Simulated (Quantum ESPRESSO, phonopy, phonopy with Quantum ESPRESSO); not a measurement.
# NaF (Fm-3m): phonons against volume, part 2 of 2

Wanted: mode Grüneisen parameters of NaF and a free-energy fit over volumes.

Experimental results on record:
- volume expansion coefficient 95.1 1e-6/K and heat capacity C_P per formula unit 46.9 J/mol/K near room temperature (given in “High-Throughput Prediction of Finite-Temperature Properties using the Quasi-Harmonic Approximation”, 2016, arXiv:1603.06924)
- volume expansion coefficient 102.6 1e-6/K near room temperature (given in “Descriptors for thermal expansion in solids”, 2017, arXiv:1701.03966)

Quantum ESPRESSO 7.5; DFT PBEsol, scalar-relativistic, plane waves, PseudoDojo norm-conserving pseudopotentials.

So far. Step 13 (Self-consistent run, V/V0 0.985): The run ends at a pressure of 0.76 GPa. Step 14 (Born charges and dielectric tensor): The Born charges sum to zero within 7.9e-4 e; the rest is removed before use. Acoustic frequencies in this log differ from zero by the error of the sum rule, which ph.x does not impose. This version of ph.x has a suspected fault in its gradient-corrected response, so the tensors carry some doubt.

## Step 15: A displaced supercell

System of this step: NaF. Symmetry: Imm2, No. 44, orthorhombic system. The conventional cell has a = 6.512 Å, b = 9.210 Å, c = 6.512 Å, α = 90.00°, β = 90.00°, γ = 90.00°. Nearest to Na lie 6 F at 2.29 to 2.32 Å. Nearest to Na lie 6 F at 2.30 Å. Na has 6 F at 2.30 Å nearest. Nearest to F lie 6 Na at 2.30 Å. Farther neighbours and most contacts between anions are not listed.

Input file disp-00001.in:

```
&CONTROL
  calculation = 'scf'
  prefix      = 'x'
  outdir      = './tmp'
  pseudo_dir  = './pseudo'
  tprnfor     = .true.
  disk_io     = 'none'
/
&SYSTEM
  ibrav       = 0
  nat         = 16
  ntyp        = 2
  ecutwfc     = 88.0
  occupations = 'fixed'
  nbnd        = 66
/
&ELECTRONS
  conv_thr         = 1.0d-11
  mixing_beta      = 0.7
  electron_maxstep = 100
/
ATOMIC_SPECIES
 Na     22.9898  Na.upf
 F      18.9984  F.upf
CELL_PARAMETERS angstrom
     0.000000000    4.604849243    4.604849243
     4.604849243    0.000000000    4.604849243
     4.604849243    4.604849243    0.000000000
ATOMIC_POSITIONS crystal
 Na     0.003071140   0.000000000   0.000000000
 Na     0.500000000   0.000000000   0.000000000
 Na     0.000000000   0.500000000   0.000000000
 Na     0.500000000   0.500000000   0.000000000
 Na     0.000000000   0.000000000   0.500000000
 Na     0.500000000   0.000000000   0.500000000
 Na     0.000000000   0.500000000   0.500000000
 Na     0.500000000   0.500000000   0.500000000
 F      0.250000000   0.250000000   0.250000000
 F      0.750000000   0.250000000   0.250000000
 F      0.250000000   0.750000000   0.250000000
 F      0.750000000   0.750000000   0.250000000
 F      0.250000000   0.250000000   0.750000000
 F      0.750000000   0.250000000   0.750000000
 F      0.250000000   0.750000000   0.750000000
 F      0.750000000   0.750000000   0.750000000
K_POINTS automatic
 3 3 3 0 0 0
```

Launch:

```
$ OMP_NUM_THREADS=1 mpirun -n 4 pw.x -nk 4 -in disp-00001.in > disp-00001.out
```

Wall time 80 s (4 MPI ranks of Intel Xeon Platinum 8259CL at 2.50GHz (Skylake/Cascade Lake), shared host).

## Step 16: Lattice dynamics at this volume, V/V0 0.985

This step: DFT PBEsol, scalar-relativistic, plane waves, PseudoDojo norm-conserving pseudopotentials (phonopy with Quantum ESPRESSO 4.10.0 / 7.5).

Elapsed: 87 s, on 8 threads.

No mode is imaginary beyond numerical noise along the path. The highest zone-centre mode (no LO–TO term) moved by +3.5 % for a volume change of -1.5 %.

The time given is that of the 2 pw.x runs on displaced cells behind this step.

## Step 17: Ground state at this cell, V/V0 1.03

This step: DFT PBEsol, scalar-relativistic, plane waves, PseudoDojo norm-conserving pseudopotentials (Quantum ESPRESSO 7.5).

System of this step: NaF. Symmetry: Fm-3m, No. 225, cubic system. Conventional cell: a = 4.674 Å, b = 4.674 Å, c = 4.674 Å, α = 90.00°, β = 90.00°, γ = 90.00°. Na has 6 F at 2.34 Å nearest. F has 6 Na at 2.34 Å nearest. Farther neighbours and most contacts between anions are not listed.

Input file scf.in:

```
&CONTROL
  calculation = 'scf'
  prefix      = 'x'
  outdir      = './tmp'
  pseudo_dir  = './pseudo'
  tprnfor     = .true.
  tstress     = .true.
/
&SYSTEM
  ibrav       = 0
  nat         = 2
  ntyp        = 2
  ecutwfc     = 88.0
  occupations = 'fixed'
  nbnd        = 10
/
&ELECTRONS
  conv_thr         = 1.0d-12
  mixing_beta      = 0.7
  electron_maxstep = 100
/
ATOMIC_SPECIES
 Na     22.9898  Na.upf
 F      18.9984  F.upf
CELL_PARAMETERS angstrom
     0.000000000    2.336966134    2.336966134
     2.336966134    0.000000000    2.336966134
     2.336966134    2.336966134    0.000000000
ATOMIC_POSITIONS crystal
 Na     0.000000000   0.000000000   0.000000000
 F      0.500000000   0.500000000   0.500000000
K_POINTS automatic
 8 8 8 0 0 0
```

Launch:

```
$ OMP_NUM_THREADS=1 mpirun -n 8 pw.x -nk 8 -in scf.in > scf.out
```

Wall time 3.7 s (8 MPI ranks).

The run ends at a pressure of -1.34 GPa.

## Step 18: Zone-centre response

Input file ph.in:

```
phonons
&INPUTPH
  prefix = 'x'
  outdir = './tmp'
  fildyn = 'x.dyn'
  tr2_ph = 1.0d-18
  epsil  = .true.
/
0.000000000 0.000000000 0.000000000
```

scf.in is that of step 17.

Launch:

```
$ OMP_NUM_THREADS=1 mpirun -n 8 ph.x -nk 8 -in ph.in > ph.out
```

Wall time 43 s (8 MPI ranks).

ε∞:

```
1.89 0.00 0.00
0.00 1.89 0.00
0.00 0.00 1.89
```

The Born charges sum to zero within 7.9e-4 e; the rest is removed before use. Acoustic frequencies in this log differ from zero by the error of the sum rule, which ph.x does not impose. This version of ph.x has a suspected fault in its gradient-corrected response, so the tensors carry some doubt.

## Step 19: Forces on a displaced cell

System of this step: NaF. It takes space group Imm2 (No. 44, orthorhombic). The conventional cell has a = 6.610 Å, b = 9.348 Å, c = 6.610 Å, α = 90.00°, β = 90.00°, γ = 90.00°. Nearest to Na lie 6 F at 2.32 to 2.35 Å. Nearest to Na lie 6 F at 2.34 Å. Na has 6 F at 2.34 Å nearest. F has 6 Na at 2.34 Å nearest. Farther neighbours and most contacts between anions are not listed.

Changes to disp-00001.in since step 15:

```diff
@@ -25,7 +25,7 @@
 CELL_PARAMETERS angstrom
-     0.000000000    4.604849243    4.604849243
-     4.604849243    0.000000000    4.604849243
-     4.604849243    4.604849243    0.000000000
+     0.000000000    4.673932268    4.673932268
+     4.673932268    0.000000000    4.673932268
+     4.673932268    4.673932268    0.000000000
 ATOMIC_POSITIONS crystal
- Na     0.003071140   0.000000000   0.000000000
+ Na     0.003025747   0.000000000   0.000000000
  Na     0.500000000   0.000000000   0.000000000
```

Launch:

```
$ OMP_NUM_THREADS=1 mpirun -n 4 pw.x -nk 4 -in disp-00001.in > disp-00001.out
```

Wall time 92 s (4 MPI ranks).

## Step 20: Phonons, V/V0 1.03

This step: DFT PBEsol, scalar-relativistic, plane waves, PseudoDojo norm-conserving pseudopotentials (phonopy with Quantum ESPRESSO 4.10.0 / 7.5).

The job ended after 93 s (8 threads; 12 min of CPU time).

No mode is imaginary beyond numerical noise along the path. The highest zone-centre mode (no LO–TO term) moved by -6.7 % for a volume change of +3.0 %.

The time given is that of the 2 pw.x runs on displaced cells behind this step.

## Step 21: Self-consistent run, V/V0 0.97

This step: DFT PBEsol, scalar-relativistic, plane waves, PseudoDojo norm-conserving pseudopotentials (Quantum ESPRESSO 7.5).

System of this step: NaF. The structure is cubic, space group Fm-3m (No. 225). The conventional cell has a = 4.581 Å, b = 4.581 Å, c = 4.581 Å, α = 90.00°, β = 90.00°, γ = 90.00°. Na has 6 F at 2.29 Å nearest. Nearest to F lie 6 Na at 2.29 Å. Farther neighbours and most contacts between anions are not listed.

Changes to scf.in since step 18:

```diff
@@ -25,5 +25,5 @@
 CELL_PARAMETERS angstrom
-     0.000000000    2.336966134    2.336966134
-     2.336966134    0.000000000    2.336966134
-     2.336966134    2.336966134    0.000000000
+     0.000000000    2.290677353    2.290677353
+     2.290677353    0.000000000    2.290677353
+     2.290677353    2.290677353    0.000000000
 ATOMIC_POSITIONS crystal
```

Launch:

```
$ OMP_NUM_THREADS=1 mpirun -n 8 pw.x -nk 8 -in scf.in > scf.out
```

Elapsed: 3.7 s, on 8 MPI ranks.

The run ends at a pressure of 1.59 GPa.

## Step 22: Zone-centre response

ph.in is that of step 18.

scf.in is that of step 21.

Launch:

```
$ OMP_NUM_THREADS=1 mpirun -n 8 ph.x -nk 8 -in ph.in > ph.out
```

Run time: 42 s. Hardware: 8 MPI ranks; 5.6 min of CPU time.

ε∞:

```
1.90 0.00 0.00
0.00 1.90 0.00
0.00 0.00 1.90
```

The Born charges sum to zero within 7.9e-4 e; the rest is removed before use. Acoustic frequencies in this log differ from zero by the error of the sum rule, which ph.x does not impose. This version of ph.x has a suspected fault in its gradient-corrected response, so the tensors carry some doubt.

## Step 23: Forces on a displaced cell

System of this step: NaF. Symmetry: Imm2, No. 44, orthorhombic system. The conventional cell has a = 6.479 Å, b = 9.163 Å, c = 6.479 Å, α = 90.00°, β = 90.00°, γ = 90.00°. Nearest to Na lie 6 F at 2.28 to 2.30 Å. Nearest to Na lie 6 F at 2.29 Å. F has 6 Na at 2.29 Å nearest. Farther neighbours and most contacts between anions are not listed.

Changes to disp-00001.in since step 19:

```diff
@@ -25,7 +25,7 @@
 CELL_PARAMETERS angstrom
-     0.000000000    4.673932268    4.673932268
-     4.673932268    0.000000000    4.673932268
-     4.673932268    4.673932268    0.000000000
+     0.000000000    4.581354706    4.581354706
+     4.581354706    0.000000000    4.581354706
+     4.581354706    4.581354706    0.000000000
 ATOMIC_POSITIONS crystal
- Na     0.003025747   0.000000000   0.000000000
+ Na     0.003086889   0.000000000   0.000000000
  Na     0.500000000   0.000000000   0.000000000
```

Launch:

```
$ OMP_NUM_THREADS=1 mpirun -n 4 pw.x -nk 4 -in disp-00001.in > disp-00001.out
```

Elapsed: 80 s, on 4 MPI ranks.

## Step 24: Lattice dynamics at this volume, V/V0 0.97

This step: DFT PBEsol, scalar-relativistic, plane waves, PseudoDojo norm-conserving pseudopotentials (phonopy with Quantum ESPRESSO 4.10.0 / 7.5).

It took 84 s on 8 threads; 11 min of CPU time.

Phonopy, LO-TO term from ph.x's tensors. The phonon branches at the labelled points (cm⁻¹):

| point | branch 1 | branch 2 | branch 3 | branch 4 | branch 5 | branch 6 |
| --- | --- | --- | --- | --- | --- | --- |
| Γ | 0 | 0 | 0 | 264 | 264 | 418 |
| halfway | 108 | 108 | 212 | 272 | 272 | 352 |
| X | 150 | 150 | 265 | 278 | 278 | 299 |
| halfway | 154 | 172 | 258 | 272 | 279 | 297 |
| U | 165 | 222 | 237 | 257 | 278 | 293 |
| jump to K | 165 | 222 | 237 | 257 | 278 | 293 |
| halfway | 128 | 155 | 204 | 228 | 275 | 368 |
| Γ | 0 | 0 | 0 | 264 | 264 | 418 |
| halfway | 119 | 119 | 177 | 249 | 249 | 392 |
| L | 198 | 198 | 208 | 208 | 313 | 314 |
| halfway | 190 | 194 | 241 | 244 | 291 | 293 |
| W | 213 | 213 | 226 | 235 | 289 | 289 |
| halfway | 170 | 179 | 251 | 266 | 281 | 295 |
| X | 150 | 150 | 265 | 278 | 278 | 299 |

No mode is imaginary beyond numerical noise along the path. The highest zone-centre mode (no LO–TO term) moved by +7.1 % for a volume change of -3.0 %.

The time given is that of the 2 pw.x runs on displaced cells behind this step.

## Step 25: Self-consistent run, V/V0 1.05

This step: DFT PBEsol, scalar-relativistic, plane waves, PseudoDojo norm-conserving pseudopotentials (Quantum ESPRESSO 7.5).

System of this step: NaF. It takes space group Fm-3m (No. 225, cubic). The conventional cell has a = 4.704 Å, b = 4.704 Å, c = 4.704 Å, α = 90.00°, β = 90.00°, γ = 90.00°. Nearest to Na lie 6 F at 2.35 Å. F has 6 Na at 2.35 Å nearest. Farther neighbours and most contacts between anions are not listed.

Changes to scf.in since step 22:

```diff
@@ -25,5 +25,5 @@
 CELL_PARAMETERS angstrom
-     0.000000000    2.290677353    2.290677353
-     2.290677353    0.000000000    2.290677353
-     2.290677353    2.290677353    0.000000000
+     0.000000000    2.351995268    2.351995268
+     2.351995268    0.000000000    2.351995268
+     2.351995268    2.351995268    0.000000000
 ATOMIC_POSITIONS crystal
```

Launch:

```
$ OMP_NUM_THREADS=1 mpirun -n 8 pw.x -nk 8 -in scf.in > scf.out
```

Run time: 3.9 s. Hardware: 8 MPI ranks.

The run ends at a pressure of -2.11 GPa.

## Step 26: Zone-centre response

ph.in is that of step 22.

scf.in is that of step 25.

Launch:

```
$ OMP_NUM_THREADS=1 mpirun -n 8 ph.x -nk 8 -in ph.in > ph.out
```

It took 45 s on 8 MPI ranks; 6 min of CPU time.

The Born charges sum to zero within 7.8e-4 e; the rest is removed before use. Acoustic frequencies in this log differ from zero by the error of the sum rule, which ph.x does not impose. This version of ph.x has a suspected fault in its gradient-corrected response, so the tensors carry some doubt.

## Step 27: A displaced supercell

System of this step: NaF. Symmetry: Imm2, No. 44, orthorhombic system. Conventional cell: a = 6.652 Å, b = 9.408 Å, c = 6.652 Å, α = 90.00°, β = 90.00°, γ = 90.00°. Nearest to Na lie 6 F at 2.34 to 2.37 Å. Na has 6 F at 2.35 Å nearest. Nearest to Na lie 6 F at 2.35 Å. Nearest to F lie 6 Na at 2.35 Å. Farther neighbours and most contacts between anions are not listed.

Changes to disp-00001.in since step 23:

```diff
@@ -25,7 +25,7 @@
 CELL_PARAMETERS angstrom
-     0.000000000    4.581354706    4.581354706
-     4.581354706    0.000000000    4.581354706
-     4.581354706    4.581354706    0.000000000
+     0.000000000    4.703990537    4.703990537
+     4.703990537    0.000000000    4.703990537
+     4.703990537    4.703990537    0.000000000
 ATOMIC_POSITIONS crystal
- Na     0.003086889   0.000000000   0.000000000
+ Na     0.003006412   0.000000000   0.000000000
  Na     0.500000000   0.000000000   0.000000000
```

Launch:

```
$ OMP_NUM_THREADS=1 mpirun -n 4 pw.x -nk 4 -in disp-00001.in > disp-00001.out
```

It took 98 s on 4 MPI ranks; 6.5 min of CPU time.

## Step 28: Phonons, V/V0 1.05

This step: DFT PBEsol, scalar-relativistic, plane waves, PseudoDojo norm-conserving pseudopotentials (phonopy with Quantum ESPRESSO 4.10.0 / 7.5).

Elapsed: 98 s, on 8 threads.

No mode is imaginary beyond numerical noise along the path. The highest zone-centre mode (no LO–TO term) moved by -11.0 % for a volume change of +5.0 %.

The time given is that of the 2 pw.x runs on displaced cells behind this step.

## Step 29: How the modes move with volume

This step: DFT PBEsol, scalar-relativistic, plane waves, PseudoDojo norm-conserving pseudopotentials (phonopy 4.10.0).

Numbers from this step:

```yaml
share_of_modes_with_a_negative_grueneisen_parameter: 0.029
```

Mean Grüneisen, by row:

| T (K) | heat-capacity-weighted mean | root mean square |
| --- | --- | --- |
| 50 | 1.095 | 1.341 |
| 100 | 1.348 | 1.538 |
| 200 | 1.418 | 1.586 |
| 300 | 1.429 | 1.593 |
| 500 | 1.434 | 1.596 |
| 800 | 1.436 | 1.597 |

The mean mode Grueneisen parameter by wavenumber:

| wavenumber (cm⁻¹) | mean mode Grueneisen parameter |
| --- | --- |
| 7 | - |
| 20 | - |
| 34 | 0.841 |
| 47 | 0.886 |
| 61 | 0.351 |
| 74 | 1.06 |
| 88 | 0.572 |
| 101 | 0.852 |
| 114 | 1.04 |
| 128 | 0.658 |
| 141 | 0.802 |
| 155 | 0.663 |
| 168 | 0.972 |
| 182 | 1.22 |
| 195 | 1.33 |
| 209 | 1.51 |
| 222 | 1.76 |
| 236 | 1.8 |
| 249 | 2 |
| 262 | 2.05 |
| 276 | 1.72 |
| 290 | 1.07 |
| 303 | 0.986 |
| 316 | 0.954 |
| 330 | 0.953 |
| 343 | 0.96 |
| 357 | 0.96 |
| 370 | 0.978 |
| 384 | 0.997 |
| 397 | 1.01 |

Volume series, by row:

| V/V0 | V (Å³/atom) | pressure (GPa) | E - E0 (meV/atom) | gap (eV) | zero-point energy (meV/atom) | lowest on the path (cm⁻¹) | highest at Gamma without the LO-TO term (cm⁻¹) |
| --- | --- | --- | --- | --- | --- | --- | --- |
| 0.97 | 12.02 | 1.589 | 1.804 | 6.384 | 43.54 | 0 | 263.5 |
| 0.985 | 12.21 | 0.762 | 0.442 | 6.301 | 42.57 | 0 | 254.7 |
| 1 | 12.39 | 0.002 | 0 | 6.22 | 41.62 | 0 | 246.1 |
| 1.015 | 12.58 | -0.697 | 0.403 | 6.143 | 40.71 | 0 | 237.8 |
| 1.03 | 12.76 | -1.339 | 1.584 | 6.068 | 39.82 | 0 | 229.6 |
| 1.05 | 13.01 | -2.115 | 4.261 | 5.973 | 38.67 | 0 | 219.1 |

Optical frequency at Gamma without the LO-TO term, mode 4 against V/V0:

| V/V0 | optical frequency at Gamma without the LO-TO term, mode 4 (cm⁻¹) |
| --- | --- |
| 0.9700 | 263 |
| 0.9850 | 255 |
| 1.0000 | 246 |
| 1.0150 | 238 |
| 1.0300 | 230 |
| 1.0500 | 219 |

Grüneisen at points, by row:

| point | branch | frequency (cm⁻¹) | mode Grüneisen parameter |
| --- | --- | --- | --- |
| Γ | 4 | 246.1 | 2.29 |
| Γ | 6 | 404.9 | 1.03 |
| X | 1 | 150.6 | -0.17 |
| X | 3 | 258.6 | 2.39 |
| X | 5 | 261.8 | 0.75 |
| X | 6 | 281 | 1.77 |
| U | 1 | 161.8 | 0.63 |
| U | 2 | 218.4 | 0.53 |
| U | 3 | 236.3 | 0.12 |
| U | 4 | 239.7 | 2.37 |
| U | 5 | 261.7 | 2.07 |
| U | 6 | 273.3 | 2.32 |
| K | 1 | 161.8 | 0.63 |
| K | 2 | 218.4 | 0.53 |
| K | 3 | 236.3 | 0.12 |
| K | 4 | 239.7 | 2.37 |
| K | 5 | 261.7 | 2.07 |
| K | 6 | 273.3 | 2.32 |
| L | 1 | 187.2 | 1.81 |
| L | 3 | 195.3 | 2.18 |
| L | 5 | 301.9 | 1.14 |
| L | 6 | 304.2 | 0.97 |
| W | 1 | 212.7 | 0.03 |
| W | 3 | 215.6 | 1.49 |
| W | 4 | 222.4 | 1.77 |
| W | 5 | 269.1 | 2.36 |

## Step 30: Free-energy fit

Numbers from this step:

| Property | Result |
| --- | --- |
| volume expansion coefficient at 300 K | 105.7 1e-6/K |
| isothermal bulk modulus at 300 K | 41.49 GPa |
| C_P at 300 K | 23.87 J/mol-atom/K |
| Grüneisen parameter at 300 K | 1.488 |

The energy (each curve on its own zero) by volume; values in meV/atom:

| volume (Å³/atom) | static | F at 0 K | F at 300 K | F at 900 K |
| --- | --- | --- | --- | --- |
| 12.020 | 1.8 | 4.19 | 6.53 | 14.8 |
| 12.206 | 0.44 | 1.86 | 3.3 | 8.33 |
| 12.391 | 0 | 0.47 | 1.01 | 2.82 |
| 12.577 | 0.4 | -0.04 | -0.43 | -1.85 |
| 12.763 | 1.58 | 0.25 | -1.08 | -5.74 |
| 13.011 | 4.26 | 1.77 | -0.84 | -9.83 |

Phonopy-qha, vinet fit of F(V) at each temperature; no electronic free energy. Qha vinet, by row:

| T (K) | fitted volume (Å³/atom) | alpha_V (1e-6/K) | B_T (GPa) | C_P (J/mol-atom/K) | Grueneisen |
| --- | --- | --- | --- | --- | --- |
| 75 | 12.61 | 29.09 | 46.19 | 7.569 | 1.323 |
| 100 | 12.62 | 47.4 | 45.83 | 11.96 | 1.376 |
| 125 | 12.64 | 62.29 | 45.37 | 15.32 | 1.413 |
| 150 | 12.66 | 73.54 | 44.87 | 17.77 | 1.436 |
| 175 | 12.68 | 82.05 | 44.34 | 19.55 | 1.451 |
| 200 | 12.71 | 88.66 | 43.79 | 20.88 | 1.461 |
| 225 | 12.74 | 93.98 | 43.23 | 21.89 | 1.469 |
| 250 | 12.77 | 98.42 | 42.66 | 22.69 | 1.476 |
| 275 | 12.8 | 102.2 | 42.08 | 23.33 | 1.482 |
| 300 | 12.84 | 105.7 | 41.49 | 23.87 | 1.488 |
| 325 | 12.87 | 108.8 | 40.9 | 24.33 | 1.493 |

The volume expansion coefficient, phonopy-qha, Vinet by temperature:

| temperature (K) | volume expansion coefficient, phonopy-qha, Vinet (1e-6/K) |
| --- | --- |
| 75 | 29.1 |
| 100 | 47.4 |
| 125 | 62.3 |
| 150 | 73.5 |
| 175 | 82.0 |
| 200 | 88.7 |
| 225 | 94.0 |
| 250 | 98.4 |
| 275 | 102 |
| 300 | 106 |
| 325 | 109 |

The fit gives a volume expansion of 106 × 10⁻⁶/K at 300 K.

## Step 31: Outcome

```
volume expansion coefficient at 300 K  : 105.7 1e-6/K
isothermal bulk modulus at 300 K       : 41.49 GPa
C_P at 300 K                           : 23.87 J/mol-atom/K
Grüneisen parameter at 300 K           : 1.488
mean mode Grüneisen parameter at 300 K : 1.43
```

**Reading.** Near room temperature NaF expands by 106 × 10⁻⁶/K in volume by PBEsol, with C_P = 23.9 J/(mol K) per mole of atoms and B_T = 41.5 GPa. The q-mesh is coarse, and the expansion can converge slowly with it. The table stops at 325 K because beyond it the fitted volume comes within 1 % of the largest computed cell, where the fit loses its support. C_P at room temperature is 96 % of the classical 3R an atom. A measured volume expansion coefficient near room temperature is 95.1 1e-6/K (arXiv:1603.06924); the calculated 106 1e-6/K differs by +11 %. A measured heat capacity per formula unit near room temperature is 46.9 J/mol/K (arXiv:1603.06924); the calculated 47.7 J/mol/K differs by +2 %. The heat-capacity-weighted Grüneisen parameter goes from 1.09 at 50 K to 1.44 at 800 K; 3 % of the modes stiffen on expansion. Weighting γ by the density of states and each mode's heat capacity at 300 K, modes below 140 cm⁻¹ give about 5 % of the sum of γC that drives the expansion, those up to 270 cm⁻¹ 82 % and the rest 13 %. Among the labelled points γ is largest for branch 3 at X (259 cm⁻¹, 2.4) and most negative for branch 1 at X (151 cm⁻¹, -0.17). The supercell is small: only its own wavevectors are exact, and branches between them are interpolated and can be misplaced.

[Logs are printed without paths, hosts, clocks, repeated set-up lines and the standing remarks that a program may print on its own settings, such as how far it seeks lower states.]

[Hosts, paths, dates, database ids (printed as entryN), source tags and the programs' standing remarks are cut or masked in the printed files.]

[A step with changed settings may run another functional than the one named; its input shows which.]

[Of the runs on displaced cells, only some may be shown.]
